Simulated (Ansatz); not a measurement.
# BiB (model cell, started as NiAs type): from the cell to its phonons

Wanted: phonon frequencies of BiB (model cell, started as NiAs type) and what follows from them.

Calculated with Ansatz 0.2.0; DFT PBEsol, scalar-relativistic, plane waves, PAW.

The structure was built from a prototype and need not be the compound's stable phase.

## Step 1: The structure

The structure is hexagonal, space group P6_3/mmc (No. 194). The conventional cell has a = 3.567 Å, b = 3.567 Å, c = 5.707 Å, α = 90.00°, β = 90.00°, γ = 120.00°. Nearest to B lie 6 Bi at 2.51 Å. Nearest to Bi lie 6 B at 2.51 Å. Farther neighbours are not listed.

## Step 2: Rough relaxation

A rough relaxation comes first, because large forces or stress need no tight tolerances yet.

input.yaml reads:

```yaml
crystal:
  lattice:
    - [3.56665, 0.0, 0.0]
    - [-1.78332, 3.08881, 0.0]
    - [0.0, 0.0, 5.70663]
  atoms:
    - { symbol: B, position: [0.0, 0.0, 0.0] }
    - { symbol: B, position: [0.0, 0.0, 0.5] }
    - { symbol: Bi, position: [0.333333, 0.666667, 0.25] }
    - { symbol: Bi, position: [0.666667, 0.333333, 0.75] }
kpoints:
  mp_grid: { grid: [6, 6, 4] }
hamiltonian:
  xc: pbesol
scf:
  occupations: { method: gaussian, width: 0.1 }
output:
  forces: true
  stress: true
  eigenvalues: true
relax:
  adjacent_minimum: "off"
  f_tol: 0.05
  max_steps: 80
  cell: { stress_tol: 0.5 }
```

The run is started by

```sh
$ ansatz run input.yaml --threads 4 --pin off --max-ram 7168MiB --backend cpu --events-out ev --progress --plain --runs-dir out
```

Numbers of over 12 decimals in the logs are rounded to 6 here.

Output:

```text
[...]
F+E_penalty+E_count = -24784.51726692 eV   max|allowed force component| = 1.156e-16 eV/Å   (the final SCF, on the basis selected at the relaxed cell)
  cell:  # Å, volume = 72.2233 Å³
    - [3.715025, -3.0068422655404854e-6, 0]
    - [-1.857510, 3.217308, 0]
    - [0, 0, 6.042589]
  atoms:
    - { symbol: B, position: [0, 0, 0] }
    - { symbol: B, position: [0, 0, 0.500000] }
    - { symbol: Bi, position: [0.333333, 0.666667, 0.250000] }
    - { symbol: Bi, position: [0.666667, 0.333333, 0.750000] }
[key lines of the parts left out:]
SCF converged after 5 iterations
Free energy (F): -24784.517267 eV
Fermi energy:    12.316364 eV
P = ⅓ Tr σ = 0.1092 GPa (1.092 kbar)
```

The job ended after 2.7 s (4 threads of Arm Neoverse V2, shared host; peak memory 0.37 GiB).

Step by step:

```
step  energy less that of the first step (eV)  largest force component (eV/Å)  pressure (GPa)  volume (Å³)
   1                                   0.0000                          0.0000           17.07        62.87
   2                                  -0.4345                          0.0000            2.93        70.05
   3                                  -0.4523                          0.0000            0.50        71.88
   4                                  -0.4528                          0.0000            0.04        72.22
  5*                                  -0.4597                          0.0000            0.11        72.22
```

Relaxation steps marked * repeat the geometry before them on a plane-wave basis chosen anew for their cell, so energy and pressure can jump there.

Forces are held to the 24 operations that the run works with; a distortion that breaks them can't arise in this run.

```
conventional cell, symmetrised  before  after   change
                         a (Å)   3.567  3.715   +4.2 %
                         b (Å)   3.567  3.715   +4.2 %
                         c (Å)   5.707  6.043   +5.9 %
              volume (Å³/atom)   15.72  18.06  +14.9 %
```

Final coordinates:

```xyz
4
Lattice="3.7150 0.0000 0.0000 -1.8575 3.2173 0.0000 0.0000 0.0000 6.0426" Properties=species:S:1:pos:R:3 pbc="T T T"
B     0.0000    0.0000    0.0000
B     0.0000    0.0000    3.0213
Bi    0.0000    2.1449    1.5106
Bi    1.8575    1.0724    4.5319
```

This step gave:

```yaml
pressure: 0.1092 GPa
volume_per_atom: 18.06 Å³
gap_on_the_k_mesh: 0 eV
```

In this step the volume went from 15.72 to 18.06 Å³/atom.

## Step 3: Bringing the structure to rest

Harmonic phonons are second derivatives at a point where the forces vanish, and they are wanted at zero stress, so atoms and cell are relaxed first.

input.yaml reads:

```yaml
crystal:
  lattice:
    - [3.7150254864, -3.0068e-06, 0.0]
    - [-1.8575101392, 3.2173079504, 0.0]
    - [0.0, 0.0, 6.0425888476]
  atoms:
    - { symbol: B, position: [0.0, 0.0, 0.0] }
    - { symbol: B, position: [0.0, 0.0, 0.5] }
    - { symbol: Bi, position: [0.3333333333, 0.6666666667, 0.25] }
    - { symbol: Bi, position: [0.6666666667, 0.3333333333, 0.75] }
kpoints:
  mp_grid: { grid: [12, 12, 6] }
hamiltonian:
  xc: pbesol
scf:
  occupations: { method: gaussian, width: 0.1 }
output:
  forces: true
  stress: true
  eigenvalues: true
  write_density: true
  write_potential: true
  elf: true
  volumetric_format: npy
relax:
  adjacent_minimum: "off"
  f_tol: 0.005
  max_steps: 80
  cell: { stress_tol: 0.05 }
```

Output:

```text
[...]
Crystal: 4 atoms, lattice volume = 72.223 Å³
Basis set: ecut = 420 eV, 1389 PW (Γ), exchange–correlation on 50×50×90 points (8 copies of the dense FFT grid, shifted against one another)
Bands: 22, of which v1, the nominal top of the filled ones, is band 18 counted from 1 (17 counted from 0)
Symmetry: 24 space group operations
[...]
k-points: 76 of 864
[...]
SCF iter   1: F=—  HF=-24784.472975 eV  |F-HF|=—  |Δ(HF+E_count)|=         —  Δρ=4.86e-3  dr2=2.15e-2  ethr=1.77e-3  ⟨swp⟩=5.6  Hψ=7850  notcnv=0
[...]
SCF iter   6: F=-24784.465393 eV  HF=-24784.465393 eV  |F-HF|=7.63e-9  |Δ(HF+E_count)|=   1.45e-7  Δρ=9.20e-6  dr2=6.27e-8  ethr=2.78e-10  ⟨swp⟩=8.4  Hψ=13104  notcnv=0
the search or the solves at the SCF's close seem to have found levels that the self-consistency loop had missed (the run counts 1). By its estimate they hold under 1e-12 electrons; where the run keeps them, the occupations were computed again with them
SCF 1 converged in 6 iterations: F = -24784.465393 eV  dr2 = 6.27e-8
[...]
relax step   1: F+E_penalty+E_count = -24784.46539257 eV  Δ(F+E_penalty+E_count) = +0.000e0 eV  max|allowed force component| = 3.701e-17 eV/Å  Δτ_max = 0.0000 Å  P = +0.174 GPa  Ω = 72.223 Å³  (6 SCF iters, dr2 threshold 1.00e-7 eV, accepted)
Crystal: 4 atoms, lattice volume = 72.561 Å³
Basis set: ecut = 420 eV, 1401 PW (Γ), exchange–correlation on 50×50×90 points (8 copies of the dense FFT grid, shifted against one another)
[...]
SCF iter   4: F=-24784.465836 eV  HF=-24784.465836 eV  |F-HF|=6.51e-8  |Δ(HF+E_count)|=   2.14e-7  Δρ=1.99e-5  dr2=3.99e-7  ethr=1.11e-9  ⟨swp⟩=9.1  Hψ=13181  notcnv=0
SCF 2 converged in 4 iterations: F = -24784.465836 eV  dr2 = 3.99e-7
relax step   2: F+E_penalty+E_count = -24784.46583589 eV  Δ(F+E_penalty+E_count) = -4.433e-4 eV  max|allowed force component| = 3.701e-17 eV/Å  Δτ_max = 0.0000 Å  P = -0.406 GPa  Ω = 72.561 Å³  energy of the carried Pulay correction = -1.356e-4 eV  (4 SCF iters, dr2 threshold 4.00e-7 eV, accepted)
Crystal: 4 atoms, lattice volume = 72.254 Å³
[...]
SCF iter   4: F=-24784.466418 eV  HF=-24784.466418 eV  |F-HF|=3.22e-8  |Δ(HF+E_count)|=   1.28e-7  Δρ=1.18e-5  dr2=1.37e-7  ethr=1.11e-9  ⟨swp⟩=10.6  Hψ=13943  notcnv=0
SCF 3 converged in 4 iterations: F = -24784.466418 eV  dr2 = 1.37e-7
  Residual-converged pass: ⟨swp⟩=1.0  Hψ=1978  notcnv=0  max |occ|·‖R‖ = 7.0e-9 eV (tolerance 1.0e-8 eV)  dr2=1.37e-7  dr2_onsite=1.37e-8  max |Δocc| = 9.1e-10
relax step   3: F+E_penalty+E_count = -24784.46641832 eV  Δ(F+E_penalty+E_count) = -5.824e-4 eV  max|allowed force component| = 1.573e-16 eV/Å  Δτ_max = 0.0000 Å  P = -0.032 GPa  Ω = 72.254 Å³  energy of the carried Pulay correction = +1.657e-6 eV  (4 SCF iters, dr2 threshold 4.00e-7 eV, accepted)
[...]
SCF iter   5: F=-24784.466418 eV  HF=-24784.466418 eV  |F-HF|=0.00e0  |Δ(HF+E_count)|=   1.30e-9  Δρ=1.45e-7  dr2=9.45e-12  ethr=1.00e-12  ⟨swp⟩=5.3  Hψ=9242  notcnv=0
SCF 4 converged in 5 iterations: F = -24784.466418 eV  dr2 = 9.45e-12
relax step   4: F+E_penalty+E_count = -24784.46641751 eV  Δ(F+E_penalty+E_count) = +8.064e-7 eV  max|allowed force component| = 1.156e-16 eV/Å  Δτ_max = 0.0000 Å  P = -0.033 GPa  Ω = 72.254 Å³  stress off target by 4.17e-2 GPa  SCF on the basis re-selected at this cell (its energy is not comparable with the rows above)  (5 SCF iters)
basis re-selected at this cell: Δ(F+E_penalty+E_count) = +8.064e-7 eV, ΔP = -0.001 GPa vs the last step (what re-selecting the basis moved, of the pressure what is left beyond the Pulay correction that the steps carried, after the strain that the cell walked since its last selection, with what the two solves' SCF thresholds leave and, on support functions, any second-order correction that the steps lacked; it is no m [...]
SCF converged after 5 iterations
Free energy (F): -24784.466418 eV
[...]
Internal energy: -24784.454471 eV  (E = F + TS)
E sigma→0 (E₀):  -24784.460444 eV
Entropy (-TS):   -0.011947 eV (-2.987 meV/atom)
Fermi energy:    12.310234 eV
[...]
--- Stress (GPa, compression-positive) ---
       -0.028007       0.000000       0.000000
        0.000000      -0.028007       0.000000
        0.000000       0.000000      -0.041697
  P = ⅓ Tr σ = -0.0326 GPa (-0.326 kbar)
--- Band table (eV; the first three rows and the last of 76) ---
  k-point 0: bands = [... 14 lower, 11.8344, 11.8344, 12.6038, 13.7579, 13.7579, 14.0479, 14.0479, 14.3211]
  k-point 1: bands = [... 14 lower, 11.8969, 11.8969, 12.8879, 13.2974, 13.2974, 14.1931, 14.5811, 14.5811]
  k-point 2: bands = [... 14 lower, 12.0829, 12.0829, 12.7973, 12.7973, 13.2058, 13.8875, 15.3098, 15.3098]
  k-point 75: bands = [... 14 lower, 6.7796, 6.7796, 11.6699, 11.6699, 13.2857, 13.2857, 13.9389, 13.9389]
--- Relaxed structure (3 steps of the walk, 3 accepted, 1 SCFs on fresh bases) ---
[...]
cell:  # Å, volume = 72.2536 Å³
    - [3.699204, -2.9940149834190326e-6, 0]
    - [-1.849600, 3.203606, 0]
    - [0, 0, 6.096948]
  atoms:
    - { symbol: B, position: [0, 0, 0] }
    - { symbol: B, position: [0, 0, 0.5] }
    - { symbol: Bi, position: [0.333333, 0.666667, 0.25] }
    - { symbol: Bi, position: [0.666667, 0.333333, 0.750000] }
```

Wall time 7.6 s (4 threads); peak memory 0.44 GiB; 29 s of CPU time.

Step by step:

```
step  energy less that of the first step (eV)  largest force component (eV/Å)  pressure (GPa)  volume (Å³)
   1                                   0.0000                          0.0000            0.17        72.22
   2                                  -0.0004                          0.0000           -0.41        72.56
   3                                  -0.0010                          0.0000           -0.03        72.25
  4*                                  -0.0010                          0.0000           -0.03        72.25
```

Relaxation steps marked * repeat the geometry before them on a plane-wave basis chosen anew for their cell, so energy and pressure can jump there.

Forces are held to the 24 operations that the run works with; a distortion that breaks them can't arise in this run.

```
conventional cell, symmetrised  before  after  change
                         a (Å)   3.715  3.699  -0.4 %
                         b (Å)   3.715  3.699  -0.4 %
                         c (Å)   6.043  6.097  +0.9 %
              volume (Å³/atom)   18.06  18.06  +0.0 %
```

Final coordinates:

```xyz
4
Lattice="3.6992 0.0000 0.0000 -1.8496 3.2036 0.0000 0.0000 0.0000 6.0969" Properties=species:S:1:pos:R:3 pbc="T T T"
B     0.0000    0.0000    0.0000
B     0.0000    0.0000    3.0485
Bi    0.0000    2.1357    1.5242
Bi    1.8496    1.0679    4.5727
```

Numbers from this step:

```yaml
pressure: -0.03257 GPa
```

Valence density in the ac plane at fractional y = 0.000, with atoms of B within 0.2 Å of it. It is the smooth field of the valence electrons, not physical close to the nuclei.

Ten even steps from '_' (0.12 e/Å³) to '@' (0.59 e/Å³), each cell a mean:
```
**@@@@++::..______..--**@@%%
%%%%##==::....__....::++##@@
**++==--::::::::::::::--==**
::::::::::--==++==--::::::::
........::==**##**==::......
______..::++####**==::..____
........::==****++--::......
----::::::--====--::::::::--
##**++--::::::::::::::--++**
%%@@%%==::..______..--++%%@@
++%%@@++::..______..--##@@%%
==%%@@++::..______..--##@@##
%%@@%%++::..______..--**%%@@
%%##**--::..........::==**##
==----::::::------::::::--==
........::==++**++--::......
______..::++####**==::..____
____....::==**##**==::..____
::::..::::--++++==--::::::::
++==--::::::----::::::----==
%%%%**==::..........::==##%%
##@@%%++::..______..--**@@@@
==%%@@++::..______..--##@@##
```
Columns run along a (3.7 Å), rows up along c (6.1 Å). Atoms in or near the plane, at fractional coordinates: B at (0.00, 0.00), B at (0.00, 0.50).

Electrostatic potential energy in the ac plane at fractional y = 0.000, with atoms of B within 0.2 Å of it. With pseudopotentials it is smooth inside the atoms' cores, unlike the true potential.

Values in eV, 23 rows by 14 columns, each cell a mean:
```
-41 -35 -12   8  12  13  14  13  14  13  12   3 -18 -37
-25 -15   0  10  12  13  12  12  12  13  12   8  -3 -18
  1   4   9  11  12  11  10   9  10  11  12  11   8   3
 11  12  12  12  11   8   6   5   6   9  11  12  12  12
 14  14  13  12   9   6   3   2   3   7  10  12  13  14
 14  14  13  12   9   5   2   0   2   6  10  12  14  14
 13  13  13  12  10   6   3   2   4   7  10  12  13  13
 10  11  12  12  11   9   7   6   7   9  11  12  11  10
 -3   2   8  11  12  11  10  10  10  11  12  10   6   0
-32 -22  -3   9  12  13  13  12  13  13  12   7  -7 -26
-43 -38 -15   7  12  14  14  14  14  13  11   2 -21 -40
-43 -39 -16   7  12  14  14  14  14  13  11   2 -24 -41
-36 -27  -6   9  12  13  13  13  13  13  12   6 -11 -31
-11  -4   5  11  12  12  11  11  11  12  12  10   3  -6
  8   9  11  12  11   9   8   7   8  10  11  12  11   9
 13  13  13  12  10   7   4   3   5   8  10  12  13  13
 14  14  13  12   9   5   2   1   3   6  10  12  14  14
 14  14  13  12   9   6   2   1   3   7  10  12  14  14
 12  12  13  12  10   8   5   4   6   8  11  12  13  12
  6   8  10  12  11  10   8   8   9  10  12  11  10   8
-18 -10   3  10  12  12  12  11  12  12  12   9   0 -12
-40 -32  -9   8  12  13  13  13  13  13  12   4 -15 -35
-43 -40 -17   7  12  14  14  14  14  13  11   1 -25 -41
```
Columns run along a (3.7 Å; values clipped at the 3rd and 97th percentile), rows up along c (6.1 Å). Atoms in or near the plane, at fractional coordinates: B at (0.00, 0.00), B at (0.00, 0.50).

ELF in the ac plane at fractional y = 0.000, with atoms of B within 0.2 Å of it. It is the smooth field of the valence electrons, not physical close to the nuclei.

Ten even steps from '0' (0.02) to '9' (0.74), each cell a mean:
```
03897422258972
57996433347996
88875444445788
65544444444555
33334455544333
12234455544322
33344455444333
66654444444566
88975443446898
36997432357985
02897421258971
02897421258961
25997422357984
78986433346898
77765444445677
44444455444444
22234455544322
22334455544322
55544445444455
88765444445788
68986433347997
14897422358983
02798421258961
```
Columns run along a (3.7 Å), rows up along c (6.1 Å). Atoms in or near the plane, at fractional coordinates: B at (0.00, 0.00), B at (0.00, 0.50).

In this step the volume went from 18.06 to 18.06 Å³/atom.

## Step 4: Tight relaxation

Phonons need a cell at rest on their own settings, so the relaxation is repeated with tight tolerances on forces and stress, using the mesh and the filling of the phonon run that follows.

input.yaml reads:

```yaml
crystal:
  lattice:
    - [3.699204341, -2.994e-06, 0.0]
    - [-1.8495995776, 3.2036064301, 0.0]
    - [0.0, 0.0, 6.0969475937]
  atoms:
    - { symbol: B, position: [0.0, 0.0, 0.0] }
    - { symbol: B, position: [0.0, 0.0, 0.5] }
    - { symbol: Bi, position: [0.3333333333, 0.6666666667, 0.25] }
    - { symbol: Bi, position: [0.6666666667, 0.3333333333, 0.75] }
kpoints:
  mp_grid: { grid: [12, 12, 6] }
hamiltonian:
  xc: pbesol
scf:
  occupations: { method: methfessel_paxton, width: 0.15 }
output:
  forces: true
  stress: true
  eigenvalues: true
relax:
  adjacent_minimum: "off"
  f_tol: 0.001
  max_steps: 60
  cell: { stress_tol: 0.01 }
```

Output:

```text
[...]
Crystal: 4 atoms, lattice volume = 72.254 Å³
Basis set: ecut = 420 eV, 1401 PW (Γ), exchange–correlation on 50×50×90 points (8 copies of the dense FFT grid, shifted against one another)
Bands: 22, of which v1, the nominal top of the filled ones, is band 18 counted from 1 (17 counted from 0)
Symmetry: 24 space group operations
[...]
k-points: 76 of 864
[...]
--- Relaxed structure (4 steps of the walk, 4 accepted, 1 SCFs on fresh bases) ---
[...]
cell:  # Å, volume = 72.2803 Å³
    - [3.706688, -3.0000682540901274e-6, 0]
    - [-1.853341, 3.210087, 0]
    - [0, 1.8534740172645086e-19, 6.074597]
  atoms:
    - { symbol: B, position: [0, 0, 0] }
    - { symbol: B, position: [0, 0, 0.5] }
    - { symbol: Bi, position: [0.333333, 0.666667, 0.25] }
    - { symbol: Bi, position: [0.666667, 0.333333, 0.75] }
[key lines of the parts left out:]
SCF converged after 6 iterations
Free energy (F): -24784.461413 eV
Fermi energy:    12.311273 eV
P = ⅓ Tr σ = -0.0031 GPa (-0.031 kbar)
```

It took 8.2 s on 4 threads; peak memory 0.44 GiB; 31 s of CPU time.

Relaxation path:

```
step  energy less that of the first step (eV)  largest force component (eV/Å)  pressure (GPa)  volume (Å³)
   1                                   0.0000                          0.0000           -0.04        72.25
   2                                  -0.0001                          0.0000            0.09        72.17
   3                                  -0.0001                          0.0000            0.05        72.22
   4                                  -0.0001                          0.0000            0.00        72.28
  5*                                  -0.0001                          0.0000            0.00        72.28
```

Relaxation steps marked * repeat the geometry before them on a plane-wave basis chosen anew for their cell, so energy and pressure can jump there.

Forces are held to the 24 operations that the run works with; a distortion that breaks them can't arise in this run.

```
conventional cell, symmetrised  before  after  change
                         a (Å)   3.699  3.707  +0.2 %
                         b (Å)   3.699  3.707  +0.2 %
                         c (Å)   6.097  6.075  -0.4 %
              volume (Å³/atom)   18.06  18.07  +0.0 %
```

This step gave:

* pressure: -0.003106 GPa
* volume per atom: 18.07 Å³

The forces vanish by symmetry and the pressure is -0.003 GPa, within the tolerances set. The cell now holds 18.07 Å³/atom.

(Part 1 of 2 ends here.)

[Logs are printed without paths, hosts, clocks, repeated set-up lines and the standing remarks that a program may print on its own settings, such as how far it seeks lower states.]

[Hosts, paths, dates, database ids (printed as entryN), source tags and the programs' standing remarks are cut or masked in the printed files.]
